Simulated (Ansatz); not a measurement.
# SrCaH2Br2 (built on the sites of a database entry of CaHBr): relaxing the cell for a phonon run

Task: relax SrCaH2Br2 (built on the sites of a database entry of CaHBr) tightly.

Main program and level: Ansatz 0.2.0; DFT PBEsol, scalar-relativistic, plane waves, PAW.

Report form: the programs' logs are mostly left out.

The structure was built from a prototype and need not be the compound's stable phase.

### Step 1. The starting structure

The structure is tetragonal, space group P4mm (No. 99). The conventional cell has a = 3.992 Å, b = 3.992 Å, c = 8.185 Å, α = 90.00°, β = 90.00°, γ = 90.00°. Nearest to Sr lie 4 H at 2.30 Å and 5 Br at 3.22 to 3.85 Å and 4 Ca at 3.64 Å. Nearest to Ca lie 4 H at 2.30 Å and 5 Br at 3.22 to 3.85 Å and 4 Sr at 3.64 Å. Nearest to H lie 2 Ca at 2.30 Å and 2 Sr at 2.30 Å. Nearest to Br lie 4 Ca at 3.22 Å and 4 H at 3.36 Å and 1 Sr at 3.85 Å. Br has 4 Sr at 3.22 Å and 4 H at 3.36 Å and 1 Ca at 3.85 Å nearest. Farther neighbours and most contacts between anions are not listed.

Coordinates:

```cif
data_structure
_symmetry_space_group_name_H-M 'P 1'
_symmetry_Int_Tables_number 1
_cell_length_a 3.9916
_cell_length_b 3.9916
_cell_length_c 8.1849
_cell_angle_alpha 90.000
_cell_angle_beta 90.000
_cell_angle_gamma 90.000
_cell_volume 130.41
loop_
_atom_site_label
_atom_site_type_symbol
_atom_site_fract_x
_atom_site_fract_y
_atom_site_fract_z
_atom_site_occupancy
Sr1 Sr 0.00000 0.50000 0.14000 1
Ca2 Ca 0.50000 0.00000 0.86000 1
H3 H 0.00000 0.00000 0.00000 1
H4 H 0.50000 0.50000 0.00000 1
Br5 Br 0.00000 0.50000 0.67000 1
Br6 Br 0.50000 0.00000 0.33000 1
```

### Step 2. A coarse first look

A quick single point on a coarse mesh tells whether the cell has a gap and how far it is from rest, which sets the k mesh and smearing that follow.

The input, input.yaml:

```yaml
crystal:
  lattice:
    - [3.99158, 0.0, 0.0]
    - [0.0, 3.99158, 0.0]
    - [0.0, 0.0, 8.18491]
  atoms:
    - { symbol: Sr, position: [0.0, 0.5, 0.14] }
    - { symbol: Ca, position: [0.5, 0.0, 0.86] }
    - { symbol: H, position: [0.0, 0.0, 0.0] }
    - { symbol: H, position: [0.5, 0.5, 0.0] }
    - { symbol: Br, position: [0.0, 0.5, 0.67] }
    - { symbol: Br, position: [0.5, 0.0, 0.33] }
kpoints:
  mp_grid: { grid: [4, 4, 2] }
hamiltonian:
  xc: pbesol
scf:
  occupations: { method: gaussian, width: 0.1 }
output:
  forces: true
  stress: true
  eigenvalues: true
```

The run is started by

```
$ ansatz run input.yaml --threads 8 --pin off --max-ram 14336MiB --backend cpu --events-out ev --progress --plain --runs-dir out
```

The job ended after 0.63 s (8 threads of Arm Neoverse V2, shared host; peak memory 0.41 GiB; 3.5 s of CPU time).

A gap read on the k-mesh alone can miss the band edges.

Numbers from this step:

```yaml
pressure: -0.7874 GPa
gap_on_the_k_mesh: 3.404 eV
volume_per_atom: 21.73 Å³
direct_gap_on_mesh: 3.827 eV
```

The coarse mesh shows a gap of 3.40 eV and a pressure of -0.8 GPa.

### Step 3. Rough relaxation

The start is far from rest, so a relaxation with loose tolerances brings it close first.

input.yaml, as its differences from that of step 2:

```diff
@@ -13,3 +13,3 @@
 kpoints:
-  mp_grid: { grid: [4, 4, 2] }
+  mp_grid: { grid: [6, 6, 4] }
 hamiltonian:
@@ -22 +22,6 @@
   eigenvalues: true
+relax:
+  adjacent_minimum: "off"
+  f_tol: 0.05
+  max_steps: 80
+  cell: { stress_tol: 0.5 }
```

Wall time 14 s (8 threads); peak memory 0.51 GiB.

The steps of the relaxation:

```csv
step,energy less that of the first step (eV),largest force component (eV/Å),pressure (GPa),volume (Å³)
1,0.0000,1.5994,-0.81,130.41
2,-0.3239,0.1945,-1.18,130.02
3,-0.3585,0.0768,-0.40,124.80
4,-0.3719,0.0449,0.22,120.60
5,-0.3807,0.0195,0.45,118.51
6,-0.3904,0.0652,0.50,116.40
7,-0.3944,0.0578,-0.09,117.74
8,-0.3813,0.2450,0.29,115.57
9,-0.3954,0.0038,0.00,117.31
10*,-0.3936,0.0041,-0.01,117.31
```

Relaxation steps marked * repeat the geometry before them on a plane-wave basis chosen anew for their cell, so energy and pressure can jump there. Relaxation step 8 was tried and not accepted.

Forces are held to the 8 operations that the run works with; a distortion that breaks them can't arise in this run.

```csv
"conventional cell, symmetrised",before,after,change
a (Å),3.992,4.024,+0.8 %
b (Å),3.992,4.024,+0.8 %
c (Å),8.185,7.244,-11.5 %
volume (Å³/atom),21.73,19.55,-10.0 %
```

The atoms that moved most (Å, as changes of fractional coordinates times the final cell):

```csv
atom,dx,dy,dz,length
Sr1,0.000,0.000,0.308,0.308
Ca2,0.000,0.000,-0.280,0.280
Br6,0.000,0.000,0.156,0.156
H3,0.000,0.000,-0.062,0.062
H4,0.000,0.000,-0.062,0.062
Br5,0.000,0.000,-0.060,0.060
```

The relaxed structure:

```xyz
6
Lattice="4.0243 0.0000 0.0000 0.0000 4.0243 0.0000 0.0000 0.0000 7.2437" Properties=species:S:1:pos:R:3 pbc="T T T"
Sr    0.0000    2.0122    1.3220
Ca    2.0122    0.0000    5.9493
H     0.0000    0.0000   -0.0619
H     2.0122    2.0122   -0.0619
Br    0.0000    2.0122    4.7935
Br    2.0122    0.0000    2.5463
```

This step gave:

```
pressure           : -0.009329 GPa
gap on the k-mesh  : 3.476 eV
volume per atom    : 19.55 Å³
direct gap on mesh : 3.476 eV
```

In this step the volume went from 21.73 to 19.55 Å³/atom.

### Step 4. Relaxation

The cell and atoms are relaxed, since residual forces and stress would shift the frequencies.

The input, input.yaml:

```yaml
crystal:
  lattice:
    - [4.0243162163, 0.0, 0.0]
    - [0.0, 4.0243162163, 0.0]
    - [0.0, 0.0, 7.2436860437]
  atoms:
    - { symbol: Sr, position: [0.0, 0.5, 0.1825025616] }
    - { symbol: Ca, position: [0.5, 0.0, 0.821311788] }
    - { symbol: H, position: [0.0, 0.0, -0.0085445446] }
    - { symbol: H, position: [0.5, 0.5, -0.0085445446] }
    - { symbol: Br, position: [0.0, 0.5, 0.661753113] }
    - { symbol: Br, position: [0.5, 0.0, 0.3515216266] }
kpoints:
  mp_grid: { grid: [6, 6, 4] }
hamiltonian:
  xc: pbesol
scf:
  occupations: { method: gaussian, width: 0.02 }
output:
  forces: true
  stress: true
  eigenvalues: true
  write_density: true
  write_potential: true
  elf: true
  volumetric_format: npy
relax:
  adjacent_minimum: "off"
  f_tol: 0.005
  max_steps: 80
  cell: { stress_tol: 0.05 }
```

The job ended after 2.7 s (8 threads; peak memory 0.48 GiB).

Little changed from the start: no atom moved by 0.005 Å and no cell edge by 0.1 %.

This step gave:

| Item | Value |
| --- | --- |
| pressure | -0.009339 GPa |

Valence density in the ac plane at fractional y = 0.000, with atoms of Ca and H and Br within 0.2 Å of it. It is the smooth field of the valence electrons, not physical close to the nuclei.

Ten steps, logarithmic in the rise over the least value, from '0' (0.0 e/Å³) to '9' (6.4 e/Å³), each cell a mean:
```
65322233322245
44323466642234
22225789863222
11126899974211
00126899974200
00025789863100
00013466542000
00001233210000
00000011000000
00000011100000
00001122211000
00012344332100
00123455543200
00235666654310
01245654565310
01245642565321
01235655665311
00234566654210
00123445442210
11112233221111
11111111111111
32210000001122
54321000001234
65321000011245
```
Columns run along a (4.0 Å), rows up along c (7.2 Å). Atoms in or near the plane, at fractional coordinates: Ca at (0.50, 0.82), H at (0.00, 0.99), Br at (0.50, 0.35).

ELF in the ac plane at fractional y = 0.000, with atoms of Ca and H and Br within 0.2 Å of it. It is the smooth field of the valence electrons, not physical close to the nuclei.

Values in units of 1e-1, 24 rows by 14 columns, each cell a mean:
```
10.0 10.0  9.4  5.3  0.9  1.3  3.0  3.5  2.3  1.1  1.9  6.9  9.9 10.0
 9.9  9.8  7.3  2.3  1.9  5.1  7.4  7.8  6.8  4.2  1.2  3.4  9.1  9.9
 8.9  7.7  2.8  1.1  5.2  8.1  8.6  8.5  8.5  7.8  3.1  1.1  4.9  8.2
 4.1  2.9  0.8  1.6  7.0  8.5  8.2  7.8  8.4  8.4  4.9  1.1  1.4  3.4
 0.9  0.6  0.4  1.8  7.3  8.5  8.2  7.8  8.4  8.5  5.3  1.1  0.4  0.7
 0.5  0.4  0.3  1.0  5.8  8.1  8.5  8.5  8.5  7.9  3.7  0.6  0.3  0.4
 0.5  0.4  0.3  0.3  2.5  5.8  7.6  7.8  7.2  5.1  1.2  0.3  0.3  0.4
 0.4  0.4  0.3  0.2  0.5  1.4  2.8  3.2  2.3  1.1  0.3  0.2  0.4  0.4
 0.4  0.4  0.3  0.2  0.2  0.2  0.3  0.3  0.3  0.2  0.2  0.3  0.3  0.4
 0.3  0.3  0.3  0.3  0.7  1.3  1.9  2.0  1.7  1.1  0.5  0.3  0.3  0.3
 0.2  0.2  0.3  0.8  2.6  4.6  6.2  6.5  5.7  4.2  1.7  0.6  0.2  0.2
 0.2  0.3  1.0  3.0  6.2  7.7  8.5  8.6  8.3  7.5  5.1  2.4  0.6  0.2
 0.2  0.5  2.7  5.6  7.9  8.6  8.9  8.9  8.8  8.5  7.2  4.9  1.5  0.4
 0.3  1.2  5.0  7.4  8.6  8.3  5.8  4.8  6.9  8.5  8.3  7.0  3.3  0.8
 0.5  1.8  6.1  8.0  8.6  6.1  1.0  0.4  2.5  7.2  8.6  7.7  4.5  1.3
 0.6  2.1  6.6  8.3  8.5  5.2  0.2  0.1  1.5  6.7  8.7  8.0  4.9  1.5
 0.6  1.8  6.0  8.0  8.7  7.3  2.8  1.7  4.4  8.0  8.6  7.7  4.4  1.3
 0.4  1.1  4.4  7.1  8.4  8.6  7.8  7.3  8.2  8.6  8.0  6.6  2.9  0.9
 0.4  0.6  2.1  4.6  7.0  7.9  8.2  8.3  8.2  7.7  6.2  3.9  1.3  0.6
 1.2  1.0  1.0  1.8  3.9  5.6  6.6  6.8  6.3  5.2  3.0  1.5  0.9  1.0
 5.7  4.6  2.3  1.2  1.3  2.0  3.0  3.3  2.7  1.8  1.1  1.4  3.2  5.0
 9.5  9.1  6.6  3.2  1.0  0.7  0.8  0.9  0.8  0.7  1.6  4.1  7.9  9.2
10.0 10.0  9.5  7.1  2.0  0.6  0.2  0.2  0.3  0.7  3.8  8.1  9.8 10.0
10.0 10.0  9.8  7.9  1.9  0.4  0.2  0.2  0.2  0.5  4.0  8.8  9.9 10.0
```
Columns run along a (4.0 Å), rows up along c (7.2 Å). Atoms in or near the plane, at fractional coordinates: Ca at (0.50, 0.82), H at (0.00, 0.99), Br at (0.50, 0.35).

Electrostatic potential energy in the ac plane at fractional y = 0.000, with atoms of Ca and H and Br within 0.2 Å of it. With pseudopotentials it is smooth inside the atoms' cores, unlike the true potential.

Ten even steps from '0' (-63 eV) to '9' (11 eV), each cell a mean:
```
47999888889996
89998765678999
99997521358999
99986300147899
99986300147899
99987522358999
99998765678999
99999888889999
99999999999999
99999999999999
99999999999999
99999999999999
99999866789999
99997410258999
99996100028999
99995100027999
99997300048999
99998643579999
99999988899999
99999999999999
99999999999999
99999999999999
79999999999998
36999999999995
```
Columns run along a (4.0 Å; values clipped at the 3rd and 97th percentile), rows up along c (7.2 Å). Atoms in or near the plane, at fractional coordinates: Ca at (0.50, 0.82), H at (0.00, 0.99), Br at (0.50, 0.35).

In this step the volume went from 19.55 to 19.55 Å³/atom.

### Step 5. Tight relaxation

Phonons need a cell at rest on their own settings, so the relaxation is repeated with tight tolerances on forces and stress, using the mesh and the filling of the phonon run that follows.

input.yaml, the sections that differ from step 4:

```yaml
scf:
  occupations: { method: fixed }
output:
  forces: true
  stress: true
  eigenvalues: true
relax:
  adjacent_minimum: "off"
  f_tol: 0.001
  max_steps: 60
  cell: { stress_tol: 0.01 }
# crystal, kpoints, hamiltonian: as in step 4
```

Wall time 7.9 s (8 threads); peak memory 0.49 GiB; 57 s of CPU time.

The steps of the relaxation:

```csv
step,energy less that of the first step (eV),largest force component (eV/Å),pressure (GPa),volume (Å³)
1,0.0000,0.0041,-0.01,117.31
2,0.0000,0.0025,-0.01,117.28
3,0.0000,0.0025,0.00,117.25
4,-0.0001,0.0035,0.01,117.17
5,-0.0001,0.0013,0.00,117.19
6,-0.0001,0.0001,0.00,117.19
7*,0.0000,0.0001,0.00,117.19
```

Relaxation steps marked * repeat the geometry before them on a plane-wave basis chosen anew for their cell, so energy and pressure can jump there.

The run keeps the 8 symmetry operations that it works with, so distortions that break them were not tested.

```csv
"conventional cell, symmetrised",before,after,change
a (Å),4.024,4.027,+0.1 %
b (Å),4.024,4.027,+0.1 %
c (Å),7.244,7.227,-0.2 %
volume (Å³/atom),19.55,19.53,-0.1 %
```

Final coordinates:

```cif
data_structure
_symmetry_space_group_name_H-M 'P 1'
_symmetry_Int_Tables_number 1
_cell_length_a 4.0268
_cell_length_b 4.0268
_cell_length_c 7.2272
_cell_angle_alpha 90.000
_cell_angle_beta 90.000
_cell_angle_gamma 90.000
_cell_volume 117.19
loop_
_atom_site_label
_atom_site_type_symbol
_atom_site_fract_x
_atom_site_fract_y
_atom_site_fract_z
_atom_site_occupancy
Sr1 Sr 0.00000 0.50000 0.18286 1
Ca2 Ca 0.50000 0.00000 0.82106 1
H3 H 0.00000 0.00000 0.99142 1
H4 H 0.50000 0.50000 0.99142 1
Br5 Br 0.00000 0.50000 0.66141 1
Br6 Br 0.50000 0.00000 0.35183 1
```

This step gave:

* pressure: -4.81e-4 GPa
* gap on the k-mesh: 3.471 eV
* volume per atom: 19.53 Å³
* direct gap on mesh: 3.471 eV

The largest force component left is 0.14 meV/Å and the pressure is 0.000 GPa, within the tolerances set. The cell now holds 19.53 Å³/atom.

### Step 6. Outcome

| Item | Value |
| --- | --- |
| space group after relaxation (within 0.01 Å) | P4mm |
| lattice constant a | 4.027 Å |
| lattice constant b | 4.027 Å |
| lattice constant c | 7.227 Å |
| volume per atom | 19.5 Å³ |
| gap on the k-mesh | 3.47 eV |

In words: The largest force component left is 0.14 meV/Å and the pressure is 0.000 GPa, within the tolerances set. The cell now holds 19.53 Å³/atom. The relaxation keeps the symmetry of its start, so it says nothing on stability against lower symmetry. The starting cell was built on a prototype and not taken from a measurement, so the phase need not exist.

[Logs are printed without paths, hosts, clocks, repeated set-up lines and the standing remarks that a program may print on its own settings, such as how far it seeks lower states.]

[Hosts, paths, dates, database ids (printed as entryN), source tags and the programs' standing remarks are cut or masked in the printed files.]
